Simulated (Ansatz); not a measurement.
The crystal is GeH6CI3N (CH3NH3GeI3).

The structure was built from a prototype and need not be the compound's stable phase.

```
C N H Ge I
1.0
     5.86683    0.28830    0.06627
     0.28830    5.93857    0.09628
     0.06627    0.09628    5.86725
C N H Ge I
1 1 6 1 3
Direct
  0.92692 0.91465 0.98312
  0.07814 0.09607 0.00989
  0.03352 0.75406 0.96200
  0.18424 0.11247 0.86650
  0.82205 0.95459 0.83171
  0.98347 0.25080 0.03333
  0.81622 0.90438 0.13584
  0.18356 0.06520 0.15098
  0.51835 0.51675 0.53166
  0.51333 0.47096 0.00104
  0.44601 0.98341 0.50189
  0.98436 0.47587 0.49175
```

The structure was relaxed with PBEsol-D3(BJ). The runs that relaxed it are not among those shown. PAW set soft_2, made with PBE.

Gaps computed with Ansatz 0.2.0 without a self-energy: PBEsol 0.85 eV and PBEsol+SOC 0.71 eV.

Q: What gap should G0W0 on PBEsol give (4×4×4 mesh, 850 empty bands, screening to 150 eV, default PAW files)?

About 1.29 eV: on its mesh the run moves the gap from 0.88 eV by +0.43 eV, and the mesh misses the edges by 0.03 eV. Spin-orbit coupling is not in that value; its −0.14 eV at the PBEsol level would bring it to about 1.14 eV. Bands and cutoff are finite, so the gap stands short of the basis limit, usually by up to a few tenths of an eV; the mesh is an error of its own. The 4×4×4 mesh is coarse for this cell (its supercell is 23 Å along the shortest edge). The RPA ε∞ on it, from the PBEsol start, is 8.98, 11.63 and 13.69; such meshes misread the long-range screening, most where the gap is narrow. The many-body steps are scalar-relativistic: spin-orbit coupling is not in them.

[Long decimals in the printed logs are rounded to 6 places.]

[Logs are printed without paths, hosts, clocks, repeated set-up lines and the standing remarks that a program may print on its own settings, such as how far it seeks lower states.]

[Paths, hosts, dates, memory and timing lines, banners, echoed tables and standing remarks are left out of the program output; an Ansatz launch command may be rebuilt from the run's recorded settings. Measured values are a selection of at most five: reports struck by readers or far from the other reports are left out. None is set beside runs whose start may be inverted or whose files or cutoffs have a known fault.]

[Runs of the session that timed out or met a known fault of the program may be left out.]

[Cells called generated may have been cut or substituted from an entry of the Crystallography Open Database or the Materials Project.]

[Hosts, paths, dates, database ids (printed as entryN), source tags and the programs' standing remarks are cut or masked in the printed files.]

[Where the starting crystal was built by hand or by swapping elements, it need not be the compound's stable phase.]
